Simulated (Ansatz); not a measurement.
# GaN (P6_3mc): from the cell to its phonons

The cell of GaN (P6_3mc) is at rest. What are its phonons? After the zone centre comes a 3×3×2 q mesh on a 12×12×8 k mesh.

Program: Ansatz 0.2.0. Level of theory: DFT LDA, scalar-relativistic, plane waves, PAW; PAW set soft_1. Results are calculated unless marked as measured.

**Measured values to reproduce.**

For GaN, wurtzite (literature value used as model input), “Temperature dependent photon emission spectra of free excitons in phonon field of GaN” (2005, arxiv:cond-mat/0501724) quotes earlier work: static dielectric constant (low-frequency dielectric constant, quoted measured value) 8.9 [literature value used as a model input; the paper later calls it measured; direction and …].

“Optical phonon modulation in semiconductors by surface acoustic waves” (2016, arxiv:1601.01883) reports for GaN, wurtzite, by Raman backscattering, 473 nm excitation ((0001) GaN substrate, no acoustic wave, 300 K): Raman mode (E2(high)) 570 cm⁻¹.

This is a report of a sequence of runs, with most program output left out.

The database entry behind the starting cell differs from later determinations by our own check (about 0.3 % short, ideal inner coordinate), so it need not match the best structure at ambient conditions.

**1. The starting structure**

Symmetry: P6_3mc, No. 186, hexagonal system. The conventional cell has a = 3.152 Å, b = 3.152 Å, c = 5.138 Å, α = 90.00°, β = 90.00°, γ = 120.00°. Nearest to Ga lie 4 N at 1.93 Å. Nearest to N lie 4 Ga at 1.93 Å. Farther neighbours and most contacts between anions are not listed.

**2. Linear response at the zone centre**

The cell comes from relaxations at this level that are not shown. The zone centre comes first: it holds the modes that light can see, as far as symmetry allows. The response to a homogeneous field gives the Born charges and the dielectric tensor.

input.yaml reads:

```yaml
crystal:
  lattice:
    - [3.1516453345, 0.0, 0.0]
    - [-1.5758226673, 2.7294049234, 0.0]
    - [0.0, 0.0, 5.1382747378]
  atoms:
    - { symbol: Ga, position: [0.3333333333, 0.6666666667, -0.0006998036] }
    - { symbol: Ga, position: [0.6666666667, 0.3333333333, 0.4993001964] }
    - { symbol: "N", position: [0.3333333333, 0.6666666667, 0.3756998036] }
    - { symbol: "N", position: [0.6666666667, 0.3333333333, 0.8756998036] }
kpoints:
  mp_grid: { grid: [12, 12, 8] }
hamiltonian:
  xc: lda
  pseudopotentials: { kind: paw, azcp: { folder: soft_1 }, xc_functional: pbe }
scf:
  occupations: { method: fixed }
output:
  eigenvalues: true
phonons:
  method: dfpt
  dielectric: true
  rigid_motions: translations
```

Started as:

```bash
ansatz run input.yaml --threads 8 --pin off --max-ram 16384MiB --backend cpu --events-out ev --progress --plain --runs-dir out
```

Run time: 46 s. Hardware: 8 threads of AMD EPYC 7B13 (Zen 3), shared host; peak memory 1.8 GiB; 5.4 min of CPU time.

This step gave:

| Quantity | Value |
| --- | --- |
| gap on the k-mesh | 2.134 eV |
| volume per atom | 11.05 Å³ |
| sum-rule residual before enforcement | 2.24e-4 eV/Å² |
| miss of the charge sum rule | 0.002988 e |
| estimated error of the dielectric tensor | 0.01831 |
| estimated error of the Born charges | 0.01484 e |
| point group | 6mm |
| highest optical mode at the zone centre (no LO-TO term) | 698.1 cm⁻¹ |
| lowest optical zone-centre mode | 139.9 cm⁻¹ |
| mean high-frequency dielectric constant | 5.677 |
| largest Born charge (third of the trace) | 2.631 e |
| mean static dielectric constant | 10.01 |
| top of the zone-centre spectrum with the field | 735.6 cm⁻¹ |

Without the LO-TO term. Patterns of degenerate modes are one choice out of their space. The modes at Γ (shares of kinetic energy by element, %):

```csv
mode,frequency (cm⁻¹),symmetry,Ga %,N %
1,0.0,acoustic,83,17
2,0.0,acoustic,83,17
3,0.0,acoustic,83,17
4,139.9,E2,88,12
5,139.9,E2,88,12
6,335.9,B1,100,0
7,538.4,A1,17,83
8,560.4,E1,17,83
9,560.4,E1,17,83
10,569.5,E2,12,88
11,569.5,E2,12,88
12,698.1,B1,0,100
```

Displacements in mode 4 (139.9 cm⁻¹), the largest set to 1:
```
Ga1  1.00 -0.17  0.00
Ga2 -1.00  0.17  0.00
N3  -0.82  0.14  0.00
N4   0.82 -0.14  0.00
```

Displacements in mode 9 (560.4 cm⁻¹), the largest set to 1:
```
Ga1 -0.20  0.01  0.00
Ga2 -0.20  0.01  0.00
N3   1.00 -0.03  0.00
N4   1.00 -0.03  0.00
```

Optical modes at the zone centre, without and with the macroscopic field of the longitudinal modes; each column is sorted by frequency, so a row need not hold one and the same mode. Modes with and without the field, by row:

```csv
rank among optical modes,no field (cm⁻¹),"q along (1, 0, 0) (cm⁻¹)","q along (0, 0, 1) (cm⁻¹)"
1,139.9,139.9,139.9
2,139.9,139.9,139.9
3,335.9,335.9,335.9
4,538.4,538.4,560.4
5,560.4,560.4,560.4
6,560.4,569.5,569.5
7,569.5,569.5,569.5
8,569.5,698.1,698.1
9,698.1,735.6,730.8
```

Born charge (rows field, columns displacement) (e), principal values of the symmetric part by kind of site:

```csv
atom,atoms with these values,low,middle,high,mean
Ga1,2,2.59,2.59,2.72,2.63
N3,2,-2.72,-2.59,-2.59,-2.63
```

In full for Ga1:

```
2.59 0.00 0.00
0.00 2.59 0.00
0.00 0.00 2.72
```

High-frequency dielectric tensor:

```
5.62 0.00 0.00
0.00 5.62 0.00
0.00 0.00 5.79
```

Static dielectric tensor (ions relaxed, fixed cell):

```
 9.68  0.00  0.00
 0.00  9.68  0.00
 0.00  0.00 10.67
```

Transverse modes. Lines of the infrared spectrum (strongest = 100):

```csv
position (cm⁻¹),label,relative intensity
140,E2,0.0
336,B1,0.0
538,A1,55
560,E1,100
570,E2,0.0
698,B1,0.0
```

Before it was imposed, the acoustic sum rule was missed by 2.2e-4 eV/Å² and the charge sum rule by 0.0030 e. Small misses are needed for a sound result but don't prove that mesh and cutoff are converged. The lowest optical mode is real, 140 cm⁻¹.

**3. The dispersion**

Stability and thermal properties need the whole zone. Linear response on a 3×3×2 q mesh gives force constants as far as a supercell of that size would, and the tensors from the zone-centre run are typed in so that the long-range dipole term is interpolated apart.

input.yaml, the sections that differ from step 2:

```yaml
phonons:
  method: dfpt
  qmesh: [3, 3, 2]
  temperatures: { t_max: 1000, t_step: 50 }
  qpath:
    path:
      - [[0.0, 0.0, 0.0], [0.5, 0.0, 0.0], [0.33333333, 0.33333333, 0.0], [0.0, 0.0, 0.0], [0.0, 0.0, 0.5], [0.5, 0.0, 0.5], [0.33333333, 0.33333333, 0.5], [0.0, 0.0, 0.5]]
      - [[0.5, 0.0, 0.5], [0.5, 0.0, 0.0]]
      - [[0.33333333, 0.33333333, 0.5], [0.33333333, 0.33333333, 0.0]]
    npoints: 10
  non_analytic_term:
    high_frequency_dielectric_tensor: [[5.6194, 0.0, 0.0], [0.0, 5.6194, 0.0], [0.0, 0.0, 5.7927]]
    born_effective_charges:
      - { species: Ga, tensor: [[2.5855, 0.0, 0.0], [0.0, 2.5855, 0.0], [0.0, 0.0, 2.722]] }
      - { species: Ga, tensor: [[2.5855, 0.0, 0.0], [0.0, 2.5855, 0.0], [0.0, 0.0, 2.722]] }
      - { species: "N", tensor: [[-2.5855, 0.0, 0.0], [0.0, -2.5855, 0.0], [0.0, 0.0, -2.722]] }
      - { species: "N", tensor: [[-2.5855, 0.0, 0.0], [0.0, -2.5855, 0.0], [0.0, 0.0, -2.722]] }
    source: "zone-centre run at this cell"
# crystal, kpoints, hamiltonian, scf, output: as in step 2
```

Run time: 3.4 min. Hardware: 8 threads; peak memory 1.9 GiB; 25 min of CPU time.

Numbers from this step:

```yaml
sum_rule_residual_before_enforcement: 2.16e-5 eV/Å²
lowest_frequency_on_the_path: 0 cm⁻¹
highest_frequency_on_the_path_or_at_a_solved_wavevector: 735.6 cm⁻¹
lowest_mode_on_the_q_mesh_acoustic_modes_at_gamma_apart: 106.8 cm⁻¹
```

Frequencies (cm⁻¹) solved at each irreducible wavevector; negative means imaginary. Frequencies by wavevector, by row:

```csv
q in reciprocal lattice units,star,mode 1,mode 2,mode 3,mode 4,mode 10,mode 11,mode 12
0 0 0,1,0,0,0,139.9,569.5,569.5,698.1
0 0 -0.5,1,106.8,106.8,106.8,106.8,564,715.4,715.4
0 0.3333 0,6,123.5,147,185.8,249.9,648.3,680.4,711.2
0 0.3333 -0.5,6,163.7,163.7,173.5,173.5,610,698.5,698.5
0.3333 0.3333 0,2,211.8,211.8,217.2,257,652.9,652.9,689.8
0.3333 0.3333 -0.5,2,157.2,157.2,240.7,240.7,664.4,672.5,672.5
```

Interpolated from a 3×3×2 q mesh, with the LO-TO term (at Γ the limit along the path; where Γ stands inside the path, tables give the limit on arrival). Phonon branches along the path, in cm⁻¹:

```csv
point,branch 1,branch 2,branch 3,branch 4,branch 9,branch 10,branch 11,branch 12
Γ,0,0,0,140,570,570,698,736
halfway,103,115,168,209,593,629,684,718
M,138,184,205,234,617,646,692,703
halfway,177,192,223,235,626,645,680,697
K,212,212,217,257,649,653,653,690
halfway,130,134,189,224,601,634,681,712
Γ,0,0,0,140,570,570,698,736
halfway,61,61,129,132,568,568,703,726
A,107,107,107,107,564,564,715,715
halfway,148,148,172,172,602,602,700,700
L,173,173,177,177,613,613,700,700
halfway,161,161,212,212,635,635,692,692
H,157,157,241,241,664,664,672,672
halfway,165,165,173,173,608,608,696,696
A,107,107,107,107,564,564,715,715
jump to L,173,173,177,177,613,613,700,700
halfway,151,173,198,206,613,634,694,704
M,138,184,205,234,617,646,692,703
jump to H,157,157,241,241,664,664,672,672
halfway,182,182,225,253,657,661,661,685
K,212,212,217,257,649,653,653,690
```

Tetrahedra on a 24×24×12 mesh, mean over bins of 10 cm-1. Interpolated from a 3×3×2 q mesh. Phonon density of states against wavenumber; read off at these points:

```csv
wavenumber (cm⁻¹),phonon density of states (1/cm⁻¹/cell)
5,1.0e-5
35,6.3e-4
55,0.00164
85,0.00441
105,0.00779
135,0.0205
155,0.0442
165,0.0465
185,0.0373
205,0.0318
235,0.0236
255,0.00677
285,0.0134
305,0.0424
335,0.00964
355,0
385,0
405,0
435,0
455,0
485,0
505,0
535,2.0e-5
555,0.00544
585,0.0740
605,0.0449
635,0.0289
655,0.00675
685,0.0473
695,0.0655
705,0.0480
735,8.5e-4
```

The partial phonon density of states has structure finer than the step of the table below, so its rows give means over 25 cm⁻¹, whole bins alone (the curve runs from -10 to 767 cm⁻¹). Peaks (cm⁻¹: height): Ga 161.0: 0.0425, 307.6: 0.0376, 586.0: 0.00723; N 590.9: 0.0646, 693.5: 0.0590.

Phonopy on the run's constants, 21x21x11 mesh, Gaussian sigma 5.5 cm-1. Interpolated from a 3×3×2 q mesh. Partial phonon density of states against wavenumber; means over each step; values in 1/cm⁻¹/cell:

```csv
wavenumber (cm⁻¹),Ga,N
25,3.1e-4,6.2e-5
50,0.00123,2.4e-4
75,0.00286,5.2e-4
100,0.00597,9.9e-4
125,0.0132,0.00189
150,0.0323,0.00378
175,0.0376,0.00362
200,0.0302,0.00236
225,0.0237,0.00151
250,0.0113,7.8e-4
275,0.00907,6.8e-4
300,0.0284,8.3e-4
325,0.0247,3.4e-4
350,0.00147,1.4e-5
375,0,0
400,0,0
425,0,0
450,0,0
475,0,0
500,0,0
525,1.5e-5,8.4e-5
550,9.3e-4,0.00555
575,0.00534,0.0404
600,0.00494,0.0511
625,0.00197,0.0316
650,6.6e-4,0.0175
675,6.0e-4,0.0209
700,0.00212,0.0475
725,0.00100,0.00777
750,2.0e-5,1.0e-4
```

Symmetry leaves 6 wavevectors to solve. The lowest mode among them, the acoustic zeros apart, lies at q = (0, 0, -0.5) and is real, 107 cm⁻¹.

**4. Finite displacements in a supercell**

Finite displacements in a 2×2×2 supercell give force constants from forces alone. They are exact at the wavevectors that the supercell holds, where they check the linear-response result.

input.yaml: that of step 3 with these lines changed.

```diff
@@ -20,4 +20,4 @@
 phonons:
-  method: dfpt
-  qmesh: [3, 3, 2]
+  method: fd
+  supercell: [2, 2, 2]
   temperatures: { t_max: 1000, t_step: 50 }
```

It took 1.9 min on 8 threads; peak memory 3.9 GiB; 15 min of CPU time.

This step gave:

```
atoms in the supercell               : 32
sum-rule residual before enforcement : 2.41e-4 eV/Å²
lowest optical zone-centre mode      : 139.8 cm⁻¹
```

Interpolated from a 2×2×2 supercell, rough between the solved points, with the LO-TO term (at Γ the limit along the path; where Γ stands inside the path, tables give the limit on arrival). The phonon branches at the labelled points (cm⁻¹):

```csv
point,branch 1,branch 2,branch 3,branch 4,branch 9,branch 10,branch 11,branch 12
Γ,0,0,0,140,570,570,698,736
halfway,98,118,171,207,591,620,677,721
M,137,184,195,237,613,646,679,699
halfway,179,191,215,240,620,643,668,688
K,206,206,226,268,632,648,648,671
halfway,130,132,196,223,600,626,672,714
Γ,0,0,0,140,570,570,698,736
halfway,61,61,129,132,568,568,703,726
A,107,107,107,107,564,564,715,715
halfway,146,146,170,170,594,594,698,698
L,170,170,174,174,609,609,691,691
halfway,154,154,221,221,620,620,680,680
H,149,149,259,259,646,646,656,656
halfway,162,162,176,176,597,597,693,693
A,107,107,107,107,564,564,715,715
jump to L,170,170,174,174,609,609,691,691
halfway,150,171,190,206,609,632,683,698
M,137,184,195,237,613,646,679,699
jump to H,149,149,259,259,646,646,656,656
halfway,175,175,239,268,635,653,653,663
K,206,206,226,268,632,648,648,671
```

Tetrahedra on a 22×22×12 mesh, mean over bins of 10 cm-1. Interpolated from a 2×2×2 supercell, rough between the solved points. Phonon density of states against wavenumber; read off at these points:

wavenumber (cm⁻¹), phonon density of states (1/cm⁻¹/cell) and a bar:
```
        5     0.0000 
       25     0.0003 
       45     0.0011 
       65     0.0026 #
       85     0.0048 ##
      105     0.0084 ###
      125     0.0150 ######
      145     0.0344 ##############
      155     0.0478 ###################
      165     0.0398 ################
      185     0.0353 ##############
      205     0.0261 ##########
      225     0.0232 #########
      245     0.0207 ########
      265     0.0089 ####
      285     0.0137 #####
      305     0.0399 ################
      325     0.0278 ###########
      345     0.0004 
      365     0.0000 
      375     0.0000 
      395     0.0000 
      415     0.0000 
      435     0.0000 
      455     0.0000 
      475     0.0000 
      495     0.0000 
      515     0.0000 
      535     0.0000 
      555     0.0055 ##
      575     0.0476 ###################
      595     0.0755 ##############################
      615     0.0446 ##################
      635     0.0249 ##########
      655     0.0041 ##
      675     0.0411 ################
      695     0.0411 ################
      715     0.0160 ######
      735     0.0014 #
```

At Γ the two methods differ by at most 0.0 cm⁻¹.

**5. Results**

```yaml
space_group_within_0p01_a: P6_3mc
volume_per_atom: 11.1 Å³
gap_on_the_k_mesh: 2.13 eV
highest_optical_mode_at_the_zone_centre_no_lo_to_term: 698 cm⁻¹
top_of_the_zone_centre_spectrum_with_the_field: 736 cm⁻¹
lowest_optical_zone_centre_mode: 140 cm⁻¹
mean_high_frequency_dielectric_constant: 5.68
mean_static_dielectric_constant: 10.0
largest_born_charge_third_of_the_trace: 2.63 e
lowest_mode_on_the_q_mesh_acoustic_modes_at_gamma_apart: 107 cm⁻¹
highest_frequency_on_the_path_or_at_a_solved_wavevector: 736 cm⁻¹
imaginary_modes_on_the_3x3x2_q_mesh: none
```

**Reading.** The structure is a minimum as far as tested: no mode is imaginary at the 6 irreducible wavevectors of the 3×3×2 mesh, and the softest away from the acoustic zeros lies at 107 cm⁻¹. Without the field, the optical modes at Γ span 140 to 698 cm⁻¹. The highest mode in this list at Γ, 698.1 cm⁻¹, is mostly motion of N (100 % of the kinetic energy). With the macroscopic field of the longitudinal modes the top of the zone-centre spectrum lies at 736 cm⁻¹, against 698 cm⁻¹ without it. Lattice motion raises the mean dielectric constant from 5.677 to 10.01. The strongest infrared line is at 560 cm⁻¹. Finite displacements and linear response differ by 0.0 cm⁻¹ in the highest zone-centre mode. The program warns that the interpolation holds no quadrupole term, so branches close to Γ can be off in this crystal. The PAW files were made for PBE and serve the other functionals too. These are harmonic frequencies at zero temperature: anharmonic shifts, linewidths and thermal expansion are left out.

Calculation against experiment:

| quantity | measured | LDA, PAW; PAW set soft_1 |
| --- | --- | --- |
| static dielectric constant (mean of the tensor) | 8.9 | 10.01 (+12.5 %) |
| Raman mode, E2(high) (cm⁻¹) | 570 | 569 (-0.1 %) |

Measured values from arxiv:cond-mat/0501724 (2005) and arxiv:1601.01883 (2016).

Verdict: The static dielectric constant is off by +12.5 %: fair agreement. The Raman mode is off by -0.1 %: good agreement. The grades are ours: good and fair within 10 and 25 % for the static dielectric constant and 3 and 7 % for the Raman mode. Zero-point motion and thermal motion (measured at up to 300 K) are not in the computed static dielectric constant and Raman mode.

[Logs are printed without paths, hosts, clocks, repeated set-up lines and the standing remarks that a program may print on its own settings, such as how far it seeks lower states.]

[Hosts, paths, dates, database ids (printed as entryN), source tags and the programs' standing remarks are cut or masked in the printed files.]
